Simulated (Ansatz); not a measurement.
# HfTeS monolayer, Janus: from the cell to its phonons, part 2 of 3

Task: relax HfTeS monolayer, Janus, then find its harmonic phonons.

Ansatz 0.2.0; DFT PBEsol, scalar-relativistic, plane waves, PAW; PAW set soft_1.

So far. Step 4 (Relaxing to small forces for the phonons): The largest force component left is 0.038 meV/Å, within the tolerances set.

## 5. Zone-centre response

The zone centre comes first: it holds the modes that light can see, as far as symmetry allows. No field response is asked, since the mesh shows no gap.

Input file input.yaml:

```yaml
crystal:
  lattice:
    - [3.7361290231, 0.0, 0.0]
    - [-1.8680645116, 3.2355826459, 0.0]
    - [0.0, 0.0, 30.0]
  atoms:
    - { symbol: Hf, position: [0.0, 0.0, 0.3389232222] }
    - { symbol: S, position: [0.3333333333, 0.6666666667, 0.3822237178] }
    - { symbol: Te, position: [0.6666666667, 0.3333333333, 0.2755197267] }
  periodic: [true, true, false]
kpoints:
  mp_grid: { grid: [18, 18, 1] }
hamiltonian:
  xc: pbesol
  pseudopotentials: { kind: paw, azcp: { folder: soft_1 }, xc_functional: pbe }
scf:
  occupations: { method: methfessel_paxton, width: 0.2 }
output:
  eigenvalues: true
phonons:
  method: dfpt
```

The run is started by

```sh
$ ansatz run input.yaml --threads 4 --pin off --max-ram 16384MiB --backend cpu --events-out ev --progress --plain --runs-dir out
```

Numbers of over 12 decimals in the logs are rounded to 6 here.

The log of the run:

```text
[...]
Crystal: 3 atoms, lattice volume = 362.657 Å³
Basis set: ecut = 420 eV, 7121 PW (Γ), exchange–correlation on 50×50×432 points (8 copies of the dense FFT grid, shifted against one another)
Bands: 29, of which v1, the nominal top of the filled ones, is band 24 counted from 1 (23 counted from 0)
Symmetry: 6 space group operations
k-points: 91 of 324 (irreducible under 2 space group operations, time reversal used)
[...]
SCF iter   1: F=—  HF=-23389.327282 eV  |F-HF|=—  |Δ(HF+E_count)|=         —  Δρ=1.77e-2  dr2=1.75e0  ethr=3.10e-3  ⟨swp⟩=13.0  Hψ=18033  notcnv=0
[...]
SCF iter  13: F=-23388.804992 eV  HF=-23388.804992 eV  |F-HF|=2.00e-10  |Δ(HF+E_count)|=   1.50e-9  S|Δr|=    0.00e0  Δρ=3.81e-8  dr2=8.09e-12  ethr=1.00e-12  ⟨swp⟩=15.8  Hψ=21131  notcnv=0
SCF 1 converged in 13 iterations: F = -23388.804992 eV  dr2 = 8.09e-12
[...]
DFPT response loops at Γ: preconditioner auto → none (partly filled bands, converged f_vac=0.769); β = 0.50; Broyden in place of MSR1
SCF converged after 13 iterations
[...]
Free energy (F): -23388.804992 eV
[...]
Internal energy: -23388.805959 eV  (E = F + TS)
E sigma→0 (E₀):  -23388.805234 eV
Entropy (-TS):   0.000966 eV (0.322 meV/atom)
Fermi energy:    -4.710165 eV
[...]
--- Band table (eV; the first three rows and the last of 91) ---
  k-point 0: bands = [... 20 lower, -8.4445, -6.8993, -4.4158, -4.4158, -3.9247, -3.9247, -3.2612, -1.3268, ... 1 higher]
  k-point 1: bands = [... 20 lower, -8.4331, -6.8200, -4.8598, -4.6450, -3.8283, -3.6833, -3.1249, -1.2246, ... 1 higher]
  k-point 2: bands = [... 20 lower, -8.4025, -6.6663, -5.6051, -4.9840, -3.8773, -3.3143, -2.8951, -1.1706, ... 1 higher]
  k-point 90: bands = [... 20 lower, -8.6493, -8.0102, -7.3386, -6.8739, -3.7173, -2.8946, -2.0581, -0.9842, ... 1 higher]
--- Phonons (Γ-DFPT): 6 representative perturbations + reference, on 91 of 324 k-points (Σ response iterations 30) ---
  k mesh reduced under 2 symmetry operations, with k and −k counted as one. Each operation leaves every solved perturbation unchanged. A smaller set is not used because it would not reduce the number of displacements times k-points to solve
  ASR residual: 1.054e-4 → 0.000e0 eV/Å²; symmetrization residual: 2.272e-5 eV/Å²
  ASR residual per site (eV/Å²): 1.05e-4 3.25e-5 2.53e-6
  Γ frequencies (cm⁻¹): 0.00 0.00 0.00 89.88 89.88 178.70 228.23 228.23 292.21
  non-analytic LO–TO correction: not included (Born effective charges unavailable; polar crystals: no LO–TO splitting at Γ)
```

The job ended after 3.6 min (4 threads of Arm Neoverse V2, shared host; peak memory 3 GiB).

Numbers from this step:

| Property | Result |
| --- | --- |
| sum-rule residual before enforcement | 1.05e-4 eV/Å² |
| point group | 3m |
| highest optical mode at the zone centre (no LO-TO term) | 292.2 cm⁻¹ |
| lowest optical zone-centre mode | 89.88 cm⁻¹ |

Patterns of degenerate modes are one choice out of their space. The modes at Γ (shares of kinetic energy by element, %):

| mode | frequency (cm⁻¹) | symmetry | Hf % | S % | Te % |
| --- | --- | --- | --- | --- | --- |
| 1 | 0.0 | acoustic | 53 | 9 | 38 |
| 2 | 0.0 | acoustic | 53 | 9 | 38 |
| 3 | 0.0 | acoustic | 53 | 9 | 38 |
| 4 | 89.9 | E | 39 | 1 | 60 |
| 5 | 89.9 | E | 39 | 1 | 60 |
| 6 | 178.7 | A1 | 30 | 8 | 62 |
| 7 | 228.2 | E | 8 | 90 | 2 |
| 8 | 228.2 | E | 8 | 90 | 2 |
| 9 | 292.2 | A1 | 17 | 83 | 0 |

Displacements in mode 4 (89.9 cm⁻¹), the largest set to 1:
```
Hf1  0.06 -0.68  0.00
S2   0.02 -0.20  0.00
Te3 -0.08  1.00  0.00
```

Displacements in mode 7 (228.2 cm⁻¹), the largest set to 1:
```
Hf1 -0.13 -0.02  0.00
S2   1.00  0.19  0.00
Te3 -0.07 -0.01  0.00
```

Before it was imposed, the acoustic sum rule was missed by 1.1e-4 eV/Å². Small misses are needed for a sound result but don't prove that mesh and cutoff are converged. The lowest optical mode is real, 89.9 cm⁻¹.

## 6. Response at finite wavevector

Stability and thermal properties need the whole zone. Linear response on a 4×4×1 q mesh gives force constants as far as a supercell of that size would.

Edit input.yaml of step 5 so:

```diff
@@ -11,3 +11,3 @@
 kpoints:
-  mp_grid: { grid: [18, 18, 1] }
+  mp_grid: { grid: [20, 20, 1] }
 hamiltonian:
@@ -21 +21,10 @@
   method: dfpt
+  qmesh: [4, 4, 1]
+  temperatures: { t_max: 1000, t_step: 50 }
+  qpath:
+    path:
+      - [0.0, 0.0, 0.0]
+      - [0.5, 0.0, 0.0]
+      - [0.33333333, 0.33333333, 0.0]
+      - [0.0, 0.0, 0.0]
+    npoints: 10
```

The log of the run:

```text
[...]
Crystal: 3 atoms, lattice volume = 362.657 Å³
Basis set: ecut = 420 eV, 7121 PW (Γ), exchange–correlation on 50×50×432 points (8 copies of the dense FFT grid, shifted against one another)
Bands: 29, of which v1, the nominal top of the filled ones, is band 24 counted from 1 (23 counted from 0)
Symmetry: 6 space group operations
k-points: 44 of 400 (time reversal used)
[...]
SCF iter   1: F=—  HF=-23389.327045 eV  |F-HF|=—  |Δ(HF+E_count)|=         —  Δρ=1.77e-2  dr2=1.75e0  ethr=3.10e-3  ⟨swp⟩=12.9  Hψ=8608  notcnv=0
[...]
SCF iter  13: F=-23388.804655 eV  HF=-23388.804655 eV  |F-HF|=3.89e-10  |Δ(HF+E_count)|=   1.31e-9  S|Δr|=    0.00e0  Δρ=2.90e-8  dr2=2.99e-12  ethr=1.00e-12  ⟨swp⟩=15.5  Hψ=9902  notcnv=0
SCF 1 converged in 13 iterations: F = -23388.804655 eV  dr2 = 2.99e-12
[...]
phonons: the bands overlap, so this run is a metal and interpolates without the dipole-dipole term. If the crystal is really an insulator or semiconductor, its LO-TO splitting is missing
NSCF: frozen V_eff on 44 k-points
WARN: eigensolver did not converge (k=0): 1 band(s) unlocked after 3 eigensolves, warm-restarted (20 sweeps on the last) at ethr=1.23e-12 eV (storage-precision floor; scheduled 1.00e-12 eV) (lowest unlocked band 28, counted from 0; max residual 9.96e-6 eV among the unlocked bands, 9.96e-6 eV over every band; other slots of this pass that fall short are told together in one closing line; warning suppressed until the next SCF loop or pass starts)
[...]
DFPT response loops at q = (0, 0, 0) (fractional): preconditioner auto → none (partly filled bands, converged f_vac=0.769); β = 0.50; Broyden in place of MSR1
[...]
SCF converged after 13 iterations
[...]
Free energy (F): -23388.804655 eV
[...]
Internal energy: -23388.804649 eV  (E = F + TS)
E sigma→0 (E₀):  -23388.804653 eV
Entropy (-TS):   -0.000006 eV (-0.002 meV/atom)
Fermi energy:    -4.708845 eV
[...]
--- Band table (eV; the first three rows and the last of 44) ---
  k-point 0: bands = [... 20 lower, -8.4443, -6.8996, -4.4162, -4.4162, -3.9247, -3.9247, -3.2613, -1.3268, ... 1 higher]
  k-point 1: bands = [... 20 lower, -8.4351, -6.8340, -4.7931, -4.6122, -3.8333, -3.7188, -3.1478, -1.2414, ... 1 higher]
  k-point 2: bands = [... 20 lower, -8.4096, -6.6952, -5.4517, -4.9180, -3.8563, -3.3875, -2.9360, -1.1519, ... 1 higher]
  k-point 43: bands = [... 20 lower, -8.9254, -7.7933, -7.6797, -7.2266, -3.2412, -2.9005, -2.5968, -0.6734, ... 1 higher]
--- Phonons (Γ-DFPT): 6 representative perturbations + reference (Σ response iterations 28) ---
  ASR residual: 2.960e-5 → 0.000e0 eV/Å²; symmetrization residual: 1.843e-5 eV/Å²
  ASR residual per site (eV/Å²): 2.60e-5 2.96e-5 2.52e-5
  Γ frequencies (cm⁻¹): 0.00 0.00 0.00 90.20 90.20 178.06 227.72 227.72 292.13
--- Phonons (arbitrary-q DFPT): 4 irreducible q on the 4×4×1 mesh ---
  q = [0.0000, 0.0000, 0.0000] (star 1, of the zone-centre solve; hermiticity 2.34e-6, symmetrization 8.84e-11): 0.00 0.00 0.00 90.20 90.20 178.06 227.72 227.72 292.13
  q = [0.0000, 0.2500, 0.0000] (star 6, 9 solved perturbations on 210 of 400 k-point pairs; hermiticity 2.31e-6, symmetrization 5.23e-10): 32.40 51.69 83.33 93.48 133.19 166.20 237.27 265.03 284.15
[...]
q = [0.2500, 0.2500, 0.0000] (star 6, 6 solved perturbations in 1830 linear systems a pass and spin channel, the states on 400 of 400 k-point pairs; hermiticity 9.79e-7, symmetrization 2.95e-10): 57.13 85.32 106.52 127.47 143.08 152.76 255.62 269.77 281.79
  sum rule: each row above includes the acoustic sum rule's correction from the zone centre's row sums; it moved no ω² by more than (0.50 cm⁻¹)²
  mesh force constants: q→R imaginary residual 6.66e-18; ASR residual 2.960e-5 → 0.000e0 eV/Å²; symmetrization residual 7.105e-15 eV/Å²
  interpolated dispersion: 31 rows × 9 modes
  density of states and harmonic sums: on the 20×20×1 q-mesh, interpolated from the force constants of a 4×4×1 supercell (no non-analytic term)
  largest difference from the sums on the solved wave vectors: F 4.85e-2 eV, S 6.14e-5 and C_V 1.29e-5 eV/K
  zero-point energy: 0.086529 eV/cell   skipped modes (ω ≤ 0): 5, of them read as no rigid motion or as one in doubt: 2 (3.000e-2 modes/cell left out, lowest -3.12 cm⁻¹)   left out of the sums: 4.17e-3 of the cell's modes: C_V's classical limit lies that fraction below 3 k_B per atom; for a crystal, a wire or a layer, F and S can be off by more, and a phonons.interpolated_qmesh denser along its periods is the remedy for the sampling
```

The job ended after 28 min (4 threads; peak memory 7.8 GiB).

This step gave:

```yaml
sum_rule_residual_before_enforcement: 2.96e-5 eV/Å²
lowest_frequency_on_the_path: -3.260 cm⁻¹
highest_frequency_on_the_path_or_at_a_solved_wavevector: 292.1 cm⁻¹
highest_optical_mode_at_the_zone_centre_no_lo_to_term: 292.1 cm⁻¹
lowest_optical_zone_centre_mode: 90.2 cm⁻¹
lowest_mode_on_the_q_mesh_acoustic_modes_at_gamma_apart: 32.4 cm⁻¹
```

Frequencies (cm⁻¹) solved at each irreducible wavevector; negative means imaginary. Frequencies by wavevector, by row:

| q in reciprocal lattice units | star | mode 1 | mode 2 | mode 3 | mode 4 | mode 5 | mode 6 | mode 7 | mode 8 | mode 9 |
| --- | --- | --- | --- | --- | --- | --- | --- | --- | --- | --- |
| 0 0 0 | 1 | 0 | 0 | 0 | 90.2 | 90.2 | 178.1 | 227.7 | 227.7 | 292.1 |
| 0 0.25 0 | 6 | 32.4 | 51.7 | 83.3 | 93.5 | 133.2 | 166.2 | 237.3 | 265 | 284.1 |
| 0 -0.5 0 | 3 | 59 | 62.5 | 81.9 | 113 | 145.6 | 157.2 | 234.4 | 266.6 | 285.1 |
| 0.25 0.25 0 | 6 | 57.1 | 85.3 | 106.5 | 127.5 | 143.1 | 152.8 | 255.6 | 269.8 | 281.8 |

Interpolated from a 4×4×1 q mesh. Phonon branches along the path, in cm⁻¹:

| point | branch 1 | branch 2 | branch 3 | branch 4 | branch 5 | branch 6 | branch 7 | branch 8 | branch 9 |
| --- | --- | --- | --- | --- | --- | --- | --- | --- | --- |
| Γ | 0 | 0 | 0 | 90 | 90 | 178 | 228 | 228 | 292 |
| halfway | 32 | 52 | 83 | 94 | 133 | 166 | 237 | 265 | 284 |
| M | 59 | 62 | 82 | 113 | 146 | 157 | 234 | 267 | 285 |
| halfway | 61 | 86 | 104 | 119 | 145 | 155 | 249 | 269 | 284 |
| K | 62 | 102 | 105 | 140 | 144 | 150 | 262 | 271 | 284 |
| halfway | 38 | 64 | 87 | 108 | 135 | 162 | 245 | 266 | 282 |
| Γ | 0 | 0 | 0 | 90 | 90 | 178 | 228 | 228 | 292 |

The phonon branches as a text plot (rows in cm⁻¹):

```
    286 |********************************************************
    274 |           ****        ********************
    261 |       ****    ********     **********     *****
    249 |     **                  ***          *******   **
    237 |   **********************                    **********
    224 |*****                                               ****
    212 |
    200 |
    187 |
    175 |*********                                       ********
    163 |         **************                  *******
    151 |             ****************************
    138 |         ****                ****************
    126 |       **                  **       *****    ***
    114 |     **          **********         **   ****   **
    101 |   **        ****        ***********  *****  *******
     89 |*****************    **** ***       **     **     ******
     77 |       **        ****  ***            *****  ***
     64 |             *************************     **   **
     52 |     **  ********                     *****  ***  **
     40 |   ******  **                              **   **
     27 | ****  ****                                  ***  *****
     15 | **  **                                         **  ***
      3 |*****                                             ******
         Γ                   M           K                      Γ
```

Tetrahedra on a 20×20×1 mesh, mean over bins of 5 cm-1. Interpolated from a 4×4×1 q mesh. Phonon density of states against wavenumber; read off at these points:

| wavenumber (cm⁻¹) | phonon density of states (1/cm⁻¹/cell) |
| --- | --- |
| -2 | 0.00524 |
| 8 | 0.00536 |
| 12 | 0.00736 |
| 22 | 0.0106 |
| 28 | 0.0129 |
| 38 | 0.0182 |
| 48 | 0.0285 |
| 52 | 0.0388 |
| 62 | 0.0711 |
| 68 | 0.0280 |
| 78 | 0.0240 |
| 88 | 0.0424 |
| 92 | 0.0742 |
| 102 | 0.0511 |
| 108 | 0.0623 |
| 118 | 0.0230 |
| 128 | 0.0190 |
| 132 | 0.0207 |
| 142 | 0.0737 |
| 148 | 0.0547 |
| 158 | 0.0790 |
| 162 | 0.0270 |
| 172 | 0.0184 |
| 182 | 0 |
| 188 | 0 |
| 198 | 0 |
| 202 | 0 |
| 212 | 0 |
| 222 | 0 |
| 228 | 0.00652 |
| 238 | 0.0707 |
| 242 | 0.0441 |
| 252 | 0.0287 |
| 262 | 0.0181 |
| 268 | 0.134 |
| 278 | 0 |
| 282 | 0.137 |
| 292 | 0.00714 |

The partial phonon density of states has structure finer than the step of the table below, so its rows give means over 10 cm⁻¹, whole bins alone (the curve runs from -13.3 to 311 cm⁻¹). Peaks (cm⁻¹: height): Hf 60.1: 0.0619, 92.8: 0.0267, 105.0: 0.0280, 143.7: 0.0268, 156.0: 0.0278, 268.1: 0.0125, 284.4: 0.0110; S 237.5: 0.0600, 268.1: 0.103, 284.4: 0.127; Te 60.1: 0.0240, 94.8: 0.0444, 105.0: 0.0382, 143.7: 0.0622, 156.0: 0.0420.

Phonopy on the run's constants, 17x17x1 mesh, Gaussian sigma 2.3 cm-1. Interpolated from a 4×4×1 q mesh. Partial phonon density of states against wavenumber; means over each step; values in 1/cm⁻¹/cell:

| wavenumber (cm⁻¹) | Hf | S | Te |
| --- | --- | --- | --- |
| 0 | 0.00244 | 4.3e-4 | 0.00181 |
| 10 | 0.00321 | 5.5e-4 | 0.00244 |
| 20 | 0.00520 | 8.5e-4 | 0.00384 |
| 30 | 0.00753 | 0.00113 | 0.00524 |
| 40 | 0.0117 | 0.00151 | 0.00729 |
| 50 | 0.0211 | 0.00207 | 0.0110 |
| 60 | 0.0470 | 0.00304 | 0.0181 |
| 70 | 0.0207 | 0.00138 | 0.00589 |
| 80 | 0.0173 | 0.00143 | 0.0116 |
| 90 | 0.0224 | 0.00159 | 0.0321 |
| 100 | 0.0226 | 0.00161 | 0.0348 |
| 110 | 0.0206 | 0.00193 | 0.0266 |
| 120 | 0.00799 | 0.00107 | 0.0141 |
| 130 | 0.00655 | 0.00105 | 0.0122 |
| 140 | 0.0150 | 0.00178 | 0.0321 |
| 150 | 0.0176 | 0.00191 | 0.0343 |
| 160 | 0.0180 | 0.00202 | 0.0286 |
| 170 | 0.00669 | 6.4e-4 | 0.0121 |
| 180 | 0.00188 | 3.5e-4 | 0.00362 |
| 190 | 1.5e-6 | 0 | 2.3e-6 |
| 200 | 0 | 0 | 0 |
| 210 | 0 | 0 | 0 |
| 220 | 2.3e-5 | 2.7e-4 | 5.5e-6 |
| 230 | 0.00124 | 0.0176 | 2.6e-4 |
| 240 | 0.00272 | 0.0485 | 4.7e-4 |
| 250 | 0.00186 | 0.0288 | 1.5e-4 |
| 260 | 0.00242 | 0.0278 | 2.1e-4 |
| 270 | 0.00727 | 0.0595 | 4.5e-4 |
| 280 | 0.00456 | 0.0530 | 3.8e-4 |
| 290 | 0.00416 | 0.0383 | 2.3e-4 |
| 300 | 5.0e-5 | 2.5e-4 | 0 |

Symmetry leaves 4 wavevectors to solve. The lowest mode among them, the acoustic zeros apart, lies at q = (0, 0.25, 0) and is real, 32.4 cm⁻¹.

## 7. Isotope substitution, element Hf, natural mass 178.486 amu

An isotope changes the mass and not the force constants, so no new electronic calculation is needed; the shifts show which modes move this element.

(Continued in part 3 of 3.)

[Logs are printed without paths, hosts, clocks, repeated set-up lines and the standing remarks that a program may print on its own settings, such as how far it seeks lower states.]

[Hosts, paths, dates, database ids (printed as entryN), source tags and the programs' standing remarks are cut or masked in the printed files.]
